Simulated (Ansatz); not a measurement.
# Formation energy and levels of the substitutional impurity C_N in GaN (F-43m), part 2 of 2

Charge states of C_N in GaN (F-43m), set against the band edges. Model: a cell of 54 host atoms with 1 N taken out and 1 C put in.

Ansatz; place-levels on r2SCAN runs: charge-transition levels and formation energies with image-charge correction and potential alignment at the atomic sites; PAW set soft_1.

So far: The structure; The runs of each charge state.

### Step 3. Levels against the band edges, r2SCAN

A charged cell interacts with its images and the background, and its potential has another zero than the host's. place-levels removes the first by a point-charge model, screened by the static dielectric constant since the ions have relaxed around the charge, and the second by comparing potentials at atoms far from the defect.

The host is a run of the defect-free crystal in the same cutoffs, grids and k-points, so that basis and sampling errors cancel in part in the differences. The host is run in a cell of 2 atoms on a matching mesh. Its band edges are searched through the zone by a band path, so the gap is smaller than, or equal to, that on the mesh. Chemical potentials are energies per atom of N (N2 molecule) and C (diamond), run with the same functional and cutoff. Carbon is taken as diamond, which semilocal functionals can put about 0.1 eV an atom over graphite.

Input file levels.point.yaml:

```yaml
host:
  run: host.point.run
states: [qm1.point.run, q0_M1.point.run, qp1.point.run, qp1_M2.point.run]
geometry_from:
  qm1.point.run: qm1.relax.run
  q0_M1.point.run: q0_M1.relax.run
  qp1.point.run: qp1.relax_smeared.run
  qp1_M2.point.run: qp1_M2.relax.run
  host.point.run: host.relax.run
chemical_potentials:
  "N":
    energy: -384.814403
    dataset: "<sha256 of the dataset>"
  C:
    energy: -251.553391
    dataset: "<sha256 of the dataset>"
epsilon: 6.0
static_epsilon: 10.56
vertical:
  - { from: qm1.point.run, to: qm1.point_neutral.run }
  - { from: qp1.point.run, to: qp1.point_neutral.run }
  - { from: qp1_M2.point.run, to: qp1_M2.point_neutral.run }
```

The run is started by

```bash
ansatz place-levels levels.point.yaml -- --threads 4 --pin off --max-ram 15073MiB
```

The log of the run:

```text
[... repeated set-up lines and file paths are left out, and long positions are rounded to six places ...]
(+1/0) 0.075 eV beneath the valence edge (-0.092 eV without the band-filling correction), in the valence band
(0/-1) 0.517 eV above the valence edge, 1.651 eV under the conduction edge
formation energy of charge +1: +3.757 eV with the Fermi level at the valence edge
formation energy of charge 0: +3.682 eV with the Fermi level at the valence edge
formation energy of charge -1: +4.199 eV with the Fermi level at the valence edge
vertical -1 to 0: no energy, since no alignment is typed
  the change from vertical[0].from (qm1.point.run) to vertical[0].to (qm1.point_neutral.run): by its potential at epsilon 6 it stands at 0.416 0.416 0.416, with an rms radius of about 2.8 Å (1.6 1.6 1.6 Å across the planes of the cell's vectors); [...]
vertical +1 to 0: no energy, since no alignment is typed
  the change from vertical[1].from (qp1.point.run) to vertical[1].to (qp1.point_neutral.run): by its spins about the atoms it stands at 0.414 0.408 0.407, with an rms radius of about 3.0 Å (1.9 1.7 1.7 Å across the planes of the cell's vectors); [...]
vertical +1 to 0: no energy, since no alignment is typed
  the change from vertical[2].from (qp1_M2.point.run) to vertical[2].to (qp1_M2.point_neutral.run): by its potential at epsilon 6 it stands at 0.406 0.406 0.402, with an rms radius of about 2.2 Å (1.4 1.4 1.1 Å across the planes of the cell's vectors); [...]
  edges by r2scan, gap 2.168 eV; the host is sampled to repeats of 19.08 Å
  the defect's cells are sampled to repeats of 19.08 Å, like sampling
  charge +1: -112634.5729 eV with its correction of +0.129 eV, at epsilon 10.56, aligned at sites: -0.1026 eV, mean over 19 atomic sites at or beyond 4.77 Å from the defect at [0.4167, 0.4167, 0.4167], with +0.000000 for the charge's moments and without [...]
  charge 0: +0.000 eV for its dipole among its images, +0.000 omitted
  states[1] (q0_M1.point.run): levels filled in part (TS 0.002 eV): its energy is of no whole electron's
  charge -1: -112615.2488 eV with its correction of +0.220 eV, at epsilon 10.56, aligned at sites: +0.0116 eV, mean over 19 atomic sites at or beyond 4.77 Å from the defect at [0.4167, 0.4167, 0.4167], with +0.000000 for the charge's moments and without [...]
  charge +1: states[2] (qp1.point.run) stands 0.008 eV higher, with a moment of 0.00 μB against 2.00
  states[2] (qp1.point.run): levels filled in part (TS 0.010 eV): its energy is of no whole electron's
  of states[3] (qp1_M2.point.run): it parts from the run at its places by a charge that spreads by about 1.4 Å along one vector (1.3 Å or more is wide), by its potential at epsilon 6, taken for that of held ions (one typed too small widens it), where the cell [...]
  of states[1] (q0_M1.point.run): stability_check_not_made; of the run under geometry_from: band_overlap_at_count
  of states[0] (qm1.point.run): it parts from the run at its places by a charge that spreads by about 1.6 Å along one vector (1.3 Å or more is wide), by its potential at epsilon 6, taken for that of held ions (one typed too small widens it), where the cell [...]
  of states[2] (qp1.point.run): it parts from the run at its places by a charge that spreads by about 1.9 Å along one vector (1.3 Å or more is wide), by the spins about the atoms, where the cell does not tell a trapped carrier from a band state. [...]
  of vertical[0].from (qm1.point.run): it parts from the run at its places by a charge that spreads by about 1.6 Å along one vector (1.3 Å or more is wide), by its potential at epsilon 6, taken for that of held ions (one typed too small widens it), where the [...]
  vertical[0].to (qm1.point_neutral.run): levels filled in part (TS 0.005 eV): its energy is of no whole electron's
  of vertical[0].to (qm1.point_neutral.run): stability_check_not_made
  vertical[1].from (qp1.point.run): levels filled in part (TS 0.010 eV): its energy is of no whole electron's
  of vertical[1].from (qp1.point.run): it parts from the run at its places by a charge that spreads by about 1.9 Å along one vector (1.3 Å or more is wide), by the spins about the atoms, where the cell does not tell a trapped carrier from a band state. [...]
  vertical[1].to (qp1.point_neutral.run): levels filled in part (TS 0.002 eV): its energy is of no whole electron's
  of vertical[1].to (qp1.point_neutral.run): stability_check_not_made
  of vertical[2].from (qp1_M2.point.run): stability_check_not_made; [...]
  vertical[2].to (qp1_M2.point_neutral.run): levels filled in part (TS 0.001 eV): its energy is of no whole electron's
  of vertical[2].to (qp1_M2.point_neutral.run): it set out from the moments of a save, which an earlier run chose (saved_moments_taken); stability_check_not_made
```

Wall time 0.45 s (4 threads of Arm Neoverse V1, shared host).

Levels between the charges placed, in eV above the valence top:

```tsv
	gap (eV)	(+1/0)	(0/−1)
r2SCAN	2.17	-0.08	0.52
```

Corrections by state:

```tsv
charge	moment (μB)	image terms and alignment (eV)	band filling (eV)	ε used	over the lowest of its charge, as the program ranks them, band filling apart (eV)
+1	2.0	0.129	-0.017	10.56	0.000
0	1.0	0.000	-	-	0.000
−1	0.0	0.220	-	10.56	0.000
+1	0.0	0.101	-	10.56	0.008
```

The charged structures listed were also run neutral, and place-levels reads from each pair, by the potential or the spins, how wide the charge is by which they differ; that can be the carrier of either run.

```tsv
charge	rms radius (Å)	spread where it is widest against the cell (Å)	wide from (Å)	reading
+1	2.2	1.39	1.35	wide
−1	2.8	1.64	1.35	wide
```

The neutral runs of these pairs need not share the spin of the lowest neutral state, and very wide values only mean spread over the cell.

From the program's caveats on the states, each cut to its opening words:

- charge +1 (2 μB): it parts from the run at its places by a charge that spreads by about 1.4 Å along one vector (1.3 Å or more is wide), by its potential at epsilon 6, taken for [...]
- charge +1 (2 μB): a band-filling correction moves a carrier to the host's band edge, which changes its energy by -0.017 eV
- charge +1 (2 μB): its alignment with the host at atomic sites is doubtful: the mean over the far sites moves by -0.1070 eV from their farther parts to their nearer, more than [...]
- charge +1 (2 μB), 0 (1 μB): flagged: stability check not made
- charge −1: it parts from the run at its places by a charge that spreads by about 1.6 Å along one vector (1.3 Å or more is wide), by its potential at epsilon 6, taken for [...]
- charge −1: its alignment with the host at atomic sites is doubtful: the mean over the far sites moves by +0.1254 eV from their farther parts to their nearer, more than [...]
- charge +1: it parts from the run at its places by a charge that spreads by about 1.9 Å along one vector (1.3 Å or more is wide), by the spins about the atoms, where the [...]
- charge +1: its alignment with the host at atomic sites is doubtful: the mean over the far sites moves by -0.0520 eV from their farther parts to their nearer, more than [...]

The host's formation energy from the elements is -0.646 eV per atom; it sets how far the chemical potentials can move.

Limit set by the element alone; other compounds of these elements are not counted. Chemical potentials from the elements' reference states: Ga 0.00 eV, N -1.29 eV, C 0.00 eV. Formation energies (Ga-rich), with the Fermi level at the valence top and at the conduction bottom (gap 2.17 eV):

```tsv
charge	at valence top (eV)	at conduction bottom (eV)	correction included (eV)
+1	2.47	4.63	0.11
0	2.39	2.39	0.00
−1	2.91	0.74	0.22
```

Fermi level (eV), lowest formation energy (eV) and a bar from the least value:
```
     0.00       2.39 ##############################
     0.20       2.39 ##############################
     0.39       2.39 ##############################
     0.59       2.32 #############################
     0.79       2.12 #########################
     0.98       1.92 ######################
     1.18       1.72 ##################
     1.38       1.53 ##############
     1.58       1.33 ###########
     1.77       1.13 #######
     1.97       0.94 ####
     2.17       0.74
```

Limit set by the element alone; other compounds of these elements are not counted. Chemical potentials from the elements' reference states: N 0.00 eV, Ga -1.29 eV, C 0.00 eV. Formation energy by charge state (N-rich; gap 2.17 eV):

```tsv
charge	at valence top (eV)	at conduction bottom (eV)	correction included (eV)
+1	3.76	5.93	0.11
0	3.68	3.68	0.00
−1	4.20	2.03	0.22
```

Fermi level (eV), lowest formation energy (eV) and a bar from the least value:
```
     0.00       3.68 ##############################
     0.20       3.68 ##############################
     0.39       3.68 ##############################
     0.59       3.61 #############################
     0.79       3.41 #########################
     0.98       3.21 ######################
     1.18       3.02 ##################
     1.38       2.82 ##############
     1.58       2.62 ###########
     1.77       2.42 #######
     1.97       2.23 ####
     2.17       2.03
```

### Step 4. Outcome

* gap of the host: 2.17 eV (r2SCAN)
* level (plus 1/0): 0.08 eV below the valence top (-0.09 eV above the valence top without the band-filling term)
* level (0/minus 1): 0.52 eV above the valence top
* lowest of the charges placed, just above the valence top (0.02 eV): 0
* lowest of the charges placed, just below the conduction bottom (0.02 eV): −1
* lowest formation energy at mid-gap of the charges run, Ga-rich: 1.82 eV
* lowest formation energy at mid-gap of the charges run, N-rich: 3.11 eV

**Reading.** Of the charges placed (−1, 0 and +1), the lowest changes at 0.52 eV (0/−1) above the valence top, in a gap of 2.17 eV. Charges below −1 were not placed, so these runs say nothing of levels that involve them. States placed: +1 at 2 μB and 0 μB; 0 at 1 μB; −1 at 0 μB. Other spin states or structures, where not listed, weren't placed. The program finds carriers beyond a band edge of the host and adds a band-filling term at charge +1 (-0.02 eV); steps to such a charge show no bound level, and a defect level inside a band would be read the same way. C is taken at its element; compounds, which aren't counted here, bound the chemical potentials and would shift these formation energies. The program doubts the alignment of potentials for at least one state, a sign that the cell is small. Limits: r2SCAN makes the gap too small and tends to spread out bound carriers; where a gas molecule sets a chemical potential or the host's formation energy, its binding is uncorrected; force components of up to 0.16 eV/Å remain in a run at the final settings.

[Logs are printed without paths, hosts, clocks, repeated set-up lines and the standing remarks that a program may print on its own settings, such as how far it seeks lower states.]

[Hosts, paths, dates, database ids (printed as entryN), source tags and the programs' standing remarks are cut or masked in the printed files.]

[Where a table of states has a column of steps, it counts the stored structures, which are thinned; the runs took as many ionic steps or more.]

[A defect's name tells the site on which it was built; relaxed atoms can leave that site.]

[For some hosts the program warned that the k-mesh of the response run may be too coarse for force constants and the static dielectric constant; such warnings are not shown here.]
